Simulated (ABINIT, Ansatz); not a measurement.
# CdF2 (Fm-3m): bands and cutoff in G0W0 with ABINIT, part 2 of 2

Wanted: a converged G0W0 gap of CdF2 (Fm-3m), or an estimate of the limit.

ABINIT 10.8.3; PBE and many-body steps on it, plane waves. Known limits of the many-body steps: not at the basis limit; d shell near the gap, gap tends to lie low; no spin-orbit coupling; coarse k mesh.

So far. Step 3 (Screening, 4×4×4 mesh, 31 bands, screening to 76.2 eV): Local fields lower ε∞ by 2 %. On a Γ-centred mesh this coarse the value itself is usually too large, while a short band sum pulls it down. Step 4 (31 bands, 76.2 eV): The gap on the mesh goes from 3.12 eV to 6.05 eV, a correction of +2.92 eV.

## (6) 64 bands, 141.5 eV

This step: G0W0 on PBE, plane waves, norm-conserving pseudopotentials.

run.abi reads:

```
acell 3*1.0 Angstrom
rprim 
  0.000000000000 2.694000000000 2.694000000000
  2.694000000000 -0.000000000000 2.694000000000
  2.694000000000 2.694000000000 -0.000000000000
ntypat 2
znucl 48 9
natom 3
typat 1 2 2
xred 
  0.000000000000 0.000000000000 0.000000000000
  0.250000000000 0.250000000000 0.250000000000
  0.750000000000 0.750000000000 0.750000000000
pp_dirpath "pseudos"
pseudos "Cd.upf, F.upf"
ecut 47
ngkpt 4 4 4
nshiftk 1
shiftk 0 0 0
kptopt 1
chksymbreak 0
istwfk *1
occopt 1
irdwfk 1
optdriver 4
nband 64
gwcalctyp 0
ecutsigx 47
symsigma 1
nkptgw 2
kptgw 
  -0.2500000000 0.5000000000 0.2500000000
  0.0000000000 0.0000000000 0.0000000000
bdgw 
  16 19
  15 21
ecuteps 5.2
irdscr 1
ppmodel 1
indata_prefix "in"
outdata_prefix "out"
tmpdata_prefix "tmp"
```

Started as:

```console
> OMP_NUM_THREADS=1 mpirun -n 4 abinit run.abi > log
```

Output:

```text
.Version 10.8.3 of ABINIT. v10.8.2 released Aug 2026.

 Symmetries : space group Fm -3 m (#225); Bravais cF (face-center cubic)
[... echo of the input left out ...]
== DATASET  1 ==================================================================
-   mpi_nproc: 4, omp_nthreads: 1 (-1 if OMP is not activated)

--- !DatasetInfo
iteration_state: {dtset: 1, }
dimensions: {natom: 3, nkpt: 8, mband: 64, nsppol: 1, nspinor: 1, nspden: 1, mpw: 4092, }
cutoff_energies: {ecut:  47.0, pawecutdg:  -1.0, }
electrons: {nelect:   3.40000000E+01, charge:   0.00000000E+00, occopt:   1.00000000E+00, tsmear:   1.00000000E-02, }

 SIGMA: Calculation of the GW corrections

 Based on a program developped by R.W. Godby, V. Olevano, G. Onida, and L. Reining.
 Incorporated in ABINIT by V. Olevano, G.-M. Rignanese, and M. Torrent.
.Using double precision arithmetic ; gwpc =  8

[... cell and pseudopotentials left out ...]
--------------------------------------------------------------------------------

 ==== K-mesh for the wavefunctions ====
 Number of points in the irreducible wedge :     8
[... list of points left out ...]
 Together with 48 symmetry operations and time-reversal symmetry
 yields    64 points in the full Brillouin Zone.

 ==== Q-mesh for screening function ====
 Number of points in the irreducible wedge :     8
[... list of points left out ...]
 Together with 48 symmetry operations and time-reversal symmetry
 yields    64 points in the full Brillouin Zone.

 vcoul_init : cutoff-mode = AUXILIARY_FUNCTION
 q-points for optical limit:   1
     1)      0.000010    0.000020    0.000030
 setmesh: FFT mesh size selected  =    45x   45x   45
          total number of points  =        91125

 Number of electrons calculated from density =   34.0000; Expected =   34.0000
[...]
number of omega for Sigma on real axis              0
 max omega for Sigma on real axis  [eV]           0.00
 zcut for avoiding poles [eV]                     0.10

 EPSILON^-1 parameters (SCR file):
 dimension of the eps^-1 matrix on file            169
 dimension of the eps^-1 matrix used               169
 number of plane-waves for wavefunctions          4015
 number of bands                                    64
 number of q-points in IBZ                           8
 number of frequencies                               2
 number of real frequencies                          1
 number of imag frequencies                          1

 matrix elements of self-energy operator (all in [eV])

 Perturbative Calculation

--- !SelfEnergy_ee
iteration_state: {dtset: 1, }
kpoint     : [  -0.250,    0.500,    0.250, ]
spin       : 1
KS_gap     :    8.101
QP_gap     :   11.479
Delta_QP_KS:    3.378
data: !SigmaeeData |
     Band     E0 <VxcDFT>   SigX SigC(E0)      Z dSigC/dE  Sig(E)    E-E0       E
       16   2.536 -23.138 -30.563   5.944   0.792  -0.263 -24.310  -1.172   1.364
       17   3.135 -24.392 -31.575   5.774   0.802  -0.246 -25.523  -1.130   2.005
       18  11.236 -16.752 -10.745  -3.387   0.858  -0.166 -14.504   2.248  13.484
[...]
--- !SelfEnergy_ee
iteration_state: {dtset: 1, }
kpoint     : [   0.000,    0.000,    0.000, ]
spin       : 1
KS_gap     :    3.619
QP_gap     :    6.097
Delta_QP_KS:    2.477
data: !SigmaeeData |
     Band     E0 <VxcDFT>   SigX SigC(E0)      Z dSigC/dE  Sig(E)    E-E0       E
[...]
20  15.876 -10.202  -4.669  -3.954   0.878  -0.139  -8.815   1.387  17.263
       21  15.876 -10.202  -4.669  -3.954   0.878  -0.139  -8.815   1.387  17.263

== END DATASET(S) ==============================================================
================================================================================

 -outvars: echo values of variables after computation  --------
           etotal      0.0000000000E+00
            nband          64
             nkpt           8
          spgroup         225
 [... the other variables as echoed above ...]

 Calculation completed.
```

Elapsed: 5.3 s, on 4 MPI ranks of Arm Neoverse V2, shared host; peak memory 0.7 GiB; 21 s of CPU time.

This step gave:

| Quantity | Value |
| --- | --- |
| G0W0 gap on the points computed | 5.344 eV |
| starting gap on the mesh | 3.124 eV |
| k of the valence top | -0.25, 0.5, 0.25 |
| k of the conduction bottom | 0, 0, 0 |
| Z at the valence top | 0.802 |
| Z at the conduction bottom | 0.875 |
| least direct G0W0 gap on the computed points | 6.097 eV |

Against G0W0 in ABINIT (4×4×4 mesh, 31 bands, screening to 76.2 eV, Godby-Needs plasmon pole), the gap moves by −0.703 eV.

## (7) Screening, 4×4×4 mesh, 133 bands, screening to 217.7 eV

This step: RPA screening on PBE, plane waves, norm-conserving pseudopotentials.

run.abi, as its differences from that of step 6:

```diff
@@ -24,17 +24,8 @@
 irdwfk 1
-optdriver 4
-nband 64
-gwcalctyp 0
-ecutsigx 47
-symsigma 1
-nkptgw 2
-kptgw 
-  -0.2500000000 0.5000000000 0.2500000000
-  0.0000000000 0.0000000000 0.0000000000
-bdgw 
-  16 19
-  15 21
-ecuteps 5.2
-irdscr 1
-ppmodel 1
+optdriver 3
+nband 133
+ecuteps 8
+inclvkb 2
+awtr 1
+symchi 1
 indata_prefix "in"
```

Output:

```text
.Version 10.8.3 of ABINIT. v10.8.2 released Aug 2026.

 Symmetries : space group Fm -3 m (#225); Bravais cF (face-center cubic)
[... echo of the input left out ...]
== DATASET  1 ==================================================================
-   mpi_nproc: 4, omp_nthreads: 1 (-1 if OMP is not activated)

--- !DatasetInfo
iteration_state: {dtset: 1, }
dimensions: {natom: 3, nkpt: 8, mband: 133, nsppol: 1, nspinor: 1, nspden: 1, mpw: 4092, }
cutoff_energies: {ecut:  47.0, pawecutdg:  -1.0, }
[...]
--------------------------------------------------------------------------------
[... chi0 elements left out ...]
 For q-point:  0.000010 0.000020 0.000030
  dielectric constant =   2.7425
  dielectric constant without local fields =   2.9178

  Average fulfillment of the sum rule on Im[epsilon] for q-point    1 :     66.92  [%]
[... wings left out ...]
  q-point number  2        q = ( 0.250000, 0.000000, 0.000000) [r.l.u.]
--------------------------------------------------------------------------------
[... chi0 elements left out ...]
  Average fulfillment of the sum rule on Im[epsilon] for q-point    2 :     79.14  [%]

 [... 6 further q-points ...]
```

It took 44 s on 4 MPI ranks; peak memory 1.3 GiB; 2.9 min of CPU time.

This step gave:

| Quantity | Value |
| --- | --- |
| ε∞ with local fields, on this mesh, along the program's q direction | 2.743 |
| the same without local fields | 2.918 |
| plasma frequency | 34.62 eV |
| plane waves in the screening matrix | 283 |

## (8) 133 bands, 217.7 eV

This step: G0W0 on PBE, plane waves, norm-conserving pseudopotentials.

run.abi, as its differences from that of step 7:

```diff
@@ -24,8 +24,17 @@
 irdwfk 1
-optdriver 3
+optdriver 4
 nband 133
+gwcalctyp 0
+ecutsigx 47
+symsigma 1
+nkptgw 2
+kptgw 
+  -0.2500000000 0.5000000000 0.2500000000
+  0.0000000000 0.0000000000 0.0000000000
+bdgw 
+  16 19
+  15 21
 ecuteps 8
-inclvkb 2
-awtr 1
-symchi 1
+irdscr 1
+ppmodel 1
 indata_prefix "in"
```

Output:

```text
.Version 10.8.3 of ABINIT. v10.8.2 released Aug 2026.

 Symmetries : space group Fm -3 m (#225); Bravais cF (face-center cubic)
[... echo of the input left out ...]
== DATASET  1 ==================================================================
-   mpi_nproc: 4, omp_nthreads: 1 (-1 if OMP is not activated)

--- !DatasetInfo
iteration_state: {dtset: 1, }
dimensions: {natom: 3, nkpt: 8, mband: 133, nsppol: 1, nspinor: 1, nspden: 1, mpw: 4092, }
cutoff_energies: {ecut:  47.0, pawecutdg:  -1.0, }
[...]
Band     E0 <VxcDFT>   SigX SigC(E0)      Z dSigC/dE  Sig(E)    E-E0       E
[...]
20  15.876 -10.202  -4.669  -4.280   0.876  -0.142  -9.105   1.097  16.973
       21  15.876 -10.202  -4.669  -4.280   0.876  -0.142  -9.105   1.097  16.973

== END DATASET(S) ==============================================================
================================================================================

 -outvars: echo values of variables after computation  --------
           etotal      0.0000000000E+00
            nband         133
             nkpt           8
          spgroup         225
 [... the other variables as echoed above ...]

 Calculation completed.
```

Wall time 16 s (4 MPI ranks); peak memory 1.2 GiB.

Numbers from this step:

- G0W0 gap on the points computed: 5.348 eV
- starting gap on the mesh: 3.124 eV
- k of the valence top: -0.25, 0.5, 0.25
- k of the conduction bottom: 0, 0, 0
- least direct G0W0 gap on the computed points: 6.112 eV

Against G0W0 in ABINIT (4×4×4 mesh, 64 bands, screening to 141.5 eV, Godby-Needs plasmon pole), the gap moves by +0.004 eV.

## (9) The runs together

Times are wall times on 4 MPI ranks of Arm Neoverse V2, shared host, good to a factor of about two. A run's time includes the screening step that it read.

```
                run   mesh  bands  screening cutoff (eV)  DFT gap (eV)  gap on the mesh (eV)  direct (eV)  ε∞ used   time
  31 bands, 76.2 eV  4×4×4     31                   76.2         3.124                 6.047        6.835     2.63  8.4 s
 64 bands, 141.5 eV  4×4×4     64                  141.5         3.124                 5.344        6.097     2.75   21 s
133 bands, 217.7 eV  4×4×4    133                  217.7         3.124                 5.348        6.112     2.74   59 s
```

## (10) Results

- 31 bands, 76.2 eV: 6.047 eV
- 64 bands, 141.5 eV: 5.344 eV
- 133 bands, 217.7 eV: 5.348 eV
- known limits: not at the basis limit; d shell near the gap, gap tends to lie low; no spin-orbit coupling; coarse k mesh

What this shows: From the first rung to the last the gap moves by −0.70 eV for 7.1 times the time. The gap turns back along the series, so no limit is drawn from it. In the G0W0 runs levels were corrected at 2 k points alone, so a gap called «on the mesh» is the least over those, and an edge elsewhere would be missed. The 4×4×4 mesh is coarse for this cell, which bears on the long-range parts of exchange and screening. A d shell, filled or nearly so, lies near the gap. One-shot GW converges very slowly in bands there, not always from below, and on a semilocal start the gap tends to come out low; starts rich in exact exchange can overshoot instead. The many-body steps are scalar-relativistic: spin-orbit coupling is not in them.

[Paths, hosts, dates, memory and timing lines, banners, echoed tables and standing remarks are left out of the program output.]

[Logs are printed without paths, hosts, clocks, repeated set-up lines and the standing remarks that a program may print on its own settings, such as how far it seeks lower states.]

[Runs of the session that timed out or met a known fault of the program may be left out.]

[Hosts, paths, dates, database ids (printed as entryN), source tags and the programs' standing remarks are cut or masked in the printed files.]

[G0W0 gaps are taken among the corrected bands and points alone; a level outside them can change the order at an edge.]

[Where Ansatz stands beside ABINIT at settings called matched, ABINIT's density can come from a denser mesh and the files from another edition; pairs whose starting gaps differed by over 0.03 eV were left out, so agreement reads better than it is.]
